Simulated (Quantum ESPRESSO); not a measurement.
# CrClO: parallel and opposed starts

Aim: find out which collinear order of CrClO costs least.

Main program and level: Quantum ESPRESSO 7.5; LDA; plane waves with GBRV 1.5 LDA potentials, no spin-orbit coupling.

## (1) The structure

Symmetry: Pmmn, No. 59, orthorhombic system. Conventional cell: a = 3.190 Å, b = 3.867 Å, c = 7.952 Å, α = 90.00°, β = 90.00°, γ = 90.00°. Cr has 4 O at 1.98 to 2.03 Å and 2 Cl at 2.32 Å nearest. Nearest to Cl lie 2 Cr at 2.32 Å. Nearest to O lie 4 Cr at 1.98 to 2.03 Å. Farther neighbours and most contacts between anions are not listed.

Coordinates:

```cif
data_structure
_symmetry_space_group_name_H-M 'Pmmn:1'
_symmetry_Int_Tables_number 59
_cell_length_a 3.1901
_cell_length_b 3.8666
_cell_length_c 7.9525
_cell_angle_alpha 90.000
_cell_angle_beta 90.000
_cell_angle_gamma 90.000
_cell_volume 98.09
loop_
_atom_site_label
_atom_site_type_symbol
_atom_site_symmetry_multiplicity
_atom_site_Wyckoff_symbol
_atom_site_fract_x
_atom_site_fract_y
_atom_site_fract_z
_atom_site_occupancy
Cr1 Cr 2 a 0.00000 0.00000 0.10604 1
Cl1 Cl 2 b 0.00000 0.50000 0.68142 1
O1 O 2 b 0.50000 0.00000 0.94782 1
```

The cell comes from Materials Project 2023-11-01, a database of computed structures, and need not be the stable phase.

## (2) Run 1, typed as ferro ++

The signs are those of the starting moments on the seeded atoms, the atoms that are given a moment.

File pw.in:

```
&CONTROL
  calculation = 'scf'
  prefix = 'pwscf'
  outdir = './tmp'
  pseudo_dir = './pseudo'
  disk_io = 'nowf'
/
&SYSTEM
  ibrav = 0
  celldm(1) = 8
  nat = 6
  ntyp = 3
  ecutwfc = 40
  ecutrho = 280
  nbnd = 40
  occupations = 'smearing'
  smearing = 'fd'
  degauss = 0.00367493
  nspin = 2
  starting_magnetization(1) = 0.2143
  starting_magnetization(2) = 0
  starting_magnetization(3) = 0
/
&ELECTRONS
  conv_thr = 1.2d-08
  electron_maxstep = 150
  mixing_beta = 0.3
/
ATOMIC_SPECIES
Cr     51.9961 cr_lda_v1.5.uspp.F.UPF
Cl     35.4500 cl_lda_v1.4.uspp.F.UPF
O      15.9990 o_lda_v1.2.uspp.F.UPF
CELL_PARAMETERS alat
   0.7535461548307    0.0000000000000    0.0000000000000
   0.0000000000000    0.9133425581106    0.0000000000000
   0.0000000000000    0.0000000000000    1.8784965310651
ATOMIC_POSITIONS crystal
Cr      0.0000000000    0.0000000000    0.1060403200
Cr      0.5000000000    0.5000000000    0.8939596800
Cl      0.0000000000    0.5000000000    0.6814219400
Cl      0.5000000000    0.0000000000    0.3185780600
O       0.5000000000    0.0000000000    0.9478179000
O       0.0000000000    0.5000000000    0.0521821000
K_POINTS automatic
6 6 6 0 0 0
```

Launch:

```
OMP_NUM_THREADS=1 mpirun -n 4 pw.x -nk 4 -in pw.in > pw.out
```

What it wrote:

```text
Program PWSCF v.7.5 starts

     Message from routine setup:
     using ibrav=0 with symmetry is DISCOURAGED, use correct ibrav instead

     K-points division:     npool     =       4
     Subspace diagonalization in iterative solution of the eigenvalue problem:

     G-vector sticks info
     --------------------
     sticks:   dense  smooth     PW     G-vecs:    dense   smooth      PW
     Sum         983     565    173                52363    22633    3901

     Using Slab Decomposition

     bravais-lattice index     =            0
     lattice parameter (alat)  =       8.0000  a.u.
     unit-cell volume          =     661.9481 (a.u.)^3
     number of atoms/cell      =            6
     number of atomic types    =            3
     number of electrons       =        54.00
     number of Kohn-Sham states=           40
     kinetic-energy cutoff     =      40.0000  Ry
     charge density cutoff     =     280.0000  Ry
     scf convergence threshold =      1.2E-08
     mixing beta               =       0.3000
     number of iterations used =            8  plain     mixing
     Exchange-correlation= SLA  PZ   NOGX NOGC
                           (   1   1   0   0   0   0   0)

     celldm(1)=   8.000000  celldm(2)=   0.000000  celldm(3)=   0.000000
     celldm(4)=   0.000000  celldm(5)=   0.000000  celldm(6)=   0.000000

     crystal axes: (cart. coord. in units of alat)
               a(1) = (   0.753546   0.000000   0.000000 )
               a(2) = (   0.000000   0.913343   0.000000 )
               a(3) = (   0.000000   0.000000   1.878497 )

     reciprocal axes: (cart. coord. in units 2 pi/alat)
               b(1) = (  1.327059  0.000000  0.000000 )
               b(2) = (  0.000000  1.094879  0.000000 )
               b(3) = (  0.000000  0.000000  0.532341 )

     PseudoPot. # 1 for Cr read from file:
     cr_lda_v1.5.uspp.F.UPF
     Pseudo is Ultrasoft + core correction, Zval = 14.0
     Generated by new atomic code, or converted to UPF format
     Using radial grid of  857 points,  6 beta functions with:
                l(1) =   0
                l(2) =   0
                l(3) =   1
                l(4) =   1
                l(5) =   2
                l(6) =   2
     Q(r) pseudized with  8 coefficients,  rinner =    0.950   0.950   0.950
                                                       0.950   0.950

     PseudoPot. # 2 for Cl read from file:
     cl_lda_v1.4.uspp.F.UPF
     Pseudo is Ultrasoft + core correction, Zval =  7.0
     Generated by new atomic code, or converted to UPF format
     Using radial grid of  909 points,  6 beta functions with:
                l(1) =   0
                l(2) =   0
                l(3) =   1
                l(4) =   1
                l(5) =   2
                l(6) =   2
     Q(r) pseudized with  8 coefficients,  rinner =    1.300   1.300   1.300
                                                       1.300   1.300

     PseudoPot. # 3 for O  read from file:
     o_lda_v1.2.uspp.F.UPF
     Pseudo is Ultrasoft + core correction, Zval =  6.0
     Generated by new atomic code, or converted to UPF format
     Using radial grid of  737 points,  5 beta functions with:
                l(1) =   0
                l(2) =   0
                l(3) =   1
                l(4) =   1
                l(5) =   2
     Q(r) pseudized with  8 coefficients,  rinner =    0.900   0.900   0.900
                                                       0.900   0.900

     atomic species   valence    mass     pseudopotential
     Cr               14.00    51.99610     Cr( 1.00)
     Cl                7.00    35.45000     Cl( 1.00)
     O                 6.00    15.99900     O ( 1.00)

     Starting magnetic structure
     atomic species   magnetization
     Cr              0.214
     Cl              0.000
     O               0.000

      8 Sym. Ops., with inversion, found ( 4 have fractional translation)

   Cartesian axes

     site n.     atom                  positions (alat units)
         1        Cr     tau(   1) = (   0.0000000   0.0000000   0.1991964  )
         2        Cr     tau(   2) = (   0.3767731   0.4566713   1.6793002  )
         3        Cl     tau(   3) = (   0.0000000   0.4566713   1.2800488  )
         4        Cl     tau(   4) = (   0.3767731   0.0000000   0.5984478  )
         5        O      tau(   5) = (   0.3767731   0.0000000   1.7804726  )
         6        O      tau(   6) = (   0.0000000   0.4566713   0.0980239  )

     number of k points=    64  Fermi-Dirac smearing, width (Ry)=  0.0037
                       cart. coord. in units 2pi/alat
        k(    1) = (   0.0000000   0.0000000   0.0000000), wk =   0.0046296
        k(    2) = (   0.0000000   0.0000000   0.0887234), wk =   0.0092593
        k(    3) = (   0.0000000   0.0000000   0.1774469), wk =   0.0092593
        k(    4) = (   0.0000000   0.0000000  -0.2661703), wk =   0.0046296
        k(    5) = (   0.0000000   0.1824799   0.0000000), wk =   0.0092593
        [... 59 further k-points ...]

     Dense  grid:    52363 G-vectors     FFT dimensions: (  36,  40,  81)

     Smooth grid:    22633 G-vectors     FFT dimensions: (  30,  30,  64)

     Check: negative core charge=   -0.000005
     Generating pointlists ...
     new r_m :   0.1929 (alat units)  1.5436 (a.u.) for type    1
     new r_m :   0.2264 (alat units)  1.8116 (a.u.) for type    2
     new r_m :   0.1929 (alat units)  1.5436 (a.u.) for type    3

     Initial potential from superposition of free atoms

     starting charge      52.0000, renormalised to      54.0000

     negative rho (up, down):  1.558E-02 1.545E-02
     Starting wfcs are   36 randomized atomic wfcs +    4 random wfcs

     Self-consistent Calculation

     iteration #  1     ecut=    40.00 Ry     beta= 0.30
     Davidson diagonalization with overlap
     ethr =  1.00E-02,  avg # of iterations =  6.5

     negative rho (up, down):  1.451E-02 1.646E-02

     total energy              =    -482.19696659 Ry
     estimated scf accuracy    <       1.45824210 Ry

     total magnetization       =     5.94 Bohr mag/cell
     absolute magnetization    =     6.04 Bohr mag/cell

     iteration #  2     ecut=    40.00 Ry     beta= 0.30
     Davidson diagonalization with overlap
     ethr =  2.70E-03,  avg # of iterations =  2.1

     negative rho (up, down):  1.431E-02 1.716E-02

     total energy              =    -482.45484324 Ry
     estimated scf accuracy    <       0.16494479 Ry

     total magnetization       =     6.00 Bohr mag/cell
     absolute magnetization    =     6.11 Bohr mag/cell

     iteration #  3     ecut=    40.00 Ry     beta= 0.30
     Davidson diagonalization with overlap
     ethr =  3.05E-04,  avg # of iterations =  3.6

     negative rho (up, down):  1.408E-02 1.834E-02

     total energy              =    -482.47659429 Ry
     estimated scf accuracy    <       0.03604182 Ry

     total magnetization       =     6.00 Bohr mag/cell
     absolute magnetization    =     6.13 Bohr mag/cell

     [... further iterations left out ...]

     iteration #  9     ecut=    40.00 Ry     beta= 0.30
     Davidson diagonalization with overlap
     ethr =  4.38E-09,  avg # of iterations =  4.5

     negative rho (up, down):  1.392E-02 1.951E-02

     total energy              =    -482.48333788 Ry
     estimated scf accuracy    <       0.00000934 Ry

     total magnetization       =     6.00 Bohr mag/cell
     absolute magnetization    =     6.16 Bohr mag/cell

     iteration # 10     ecut=    40.00 Ry     beta= 0.30
     Davidson diagonalization with overlap
     ethr =  4.38E-09,  avg # of iterations =  2.0

     negative rho (up, down):  1.391E-02 1.950E-02

     total energy              =    -482.48333888 Ry
     estimated scf accuracy    <       0.00000023 Ry

     total magnetization       =     6.00 Bohr mag/cell
     absolute magnetization    =     6.16 Bohr mag/cell

     iteration # 11     ecut=    40.00 Ry     beta= 0.30
     Davidson diagonalization with overlap
     ethr =  4.34E-10,  avg # of iterations =  2.0

     negative rho (up, down):  1.391E-02 1.950E-02

     total energy              =    -482.48333894 Ry
     estimated scf accuracy    <       0.00000002 Ry

     total magnetization       =     6.00 Bohr mag/cell
     absolute magnetization    =     6.16 Bohr mag/cell

     iteration # 12     ecut=    40.00 Ry     beta= 0.30
     Davidson diagonalization with overlap
     ethr =  3.80E-11,  avg # of iterations =  2.6

     negative rho (up, down):  1.391E-02 1.950E-02

     Magnetic moment per site  (integrated on atomic sphere of radius R)
     atom   1 (R=0.193)  charge= 10.9077  magn=  2.3981
     atom   2 (R=0.193)  charge= 10.9077  magn=  2.3981
     atom   3 (R=0.226)  charge=  5.0144  magn=  0.0172
     atom   4 (R=0.226)  charge=  5.0144  magn=  0.0172
     atom   5 (R=0.193)  charge=  5.4398  magn=  0.0058
     atom   6 (R=0.193)  charge=  5.4398  magn=  0.0058

     End of self-consistent calculation

     Number of k-points >= 100: set verbosity='high' to print the bands.

     the Fermi energy is     7.0163 ev

!    total energy              =    -482.48333896 Ry
     estimated scf accuracy    <          1.1E-09 Ry
     smearing contrib. (-TS)   =      -0.00002686 Ry
     internal energy E=F+TS    =    -482.48331210 Ry

     The total energy is F=E-TS. E is the sum of the following terms:
     one-electron contribution =    -492.99817977 Ry
     hartree contribution      =     264.63294133 Ry
     xc contribution           =     -77.57838451 Ry
     ewald contribution        =    -176.53968915 Ry

     total magnetization       =     6.00 Bohr mag/cell
     absolute magnetization    =     6.16 Bohr mag/cell

     convergence has been achieved in  12 iterations

=------------------------------------------------------------------------------=
   JOB DONE.
=------------------------------------------------------------------------------=
```

Elapsed: 44 s, on 4 MPI ranks of AMD EPYC 9R14 (Zen 4), shared host; peak memory 0.68 GiB; 2.9 min of CPU time.

Spin moment in the atom's sphere by atom:

```tsv
atom	spin moment in the atom's sphere (μB)
Cr1	2.40
Cr2	2.40
Cl3	0.02
Cl4	0.02
O5	0.01
O6	0.01
```

Read from the output:

```
smearing term TS       : 3.65e-4 eV
magnetization          : 6 μB
absolute magnetization : 6.16 μB
final state            : ferromagnetic
```

(Continued in part 2 of 2.)

[Logs and program files are shortened in this print: banners, set-up blocks, solver, clock and traceback lines can be left out without a mark of their own.]

[Logs are printed without paths, hosts, clocks, repeated set-up lines and the standing remarks that a program may print on its own settings, such as how far it seeks lower states.]

[Hosts, paths, dates, database ids (printed as entryN), source tags and the programs' standing remarks are cut or masked in the printed files.]

[Where a cell is said to come from a database of computed structures, the database is the Materials Project.]
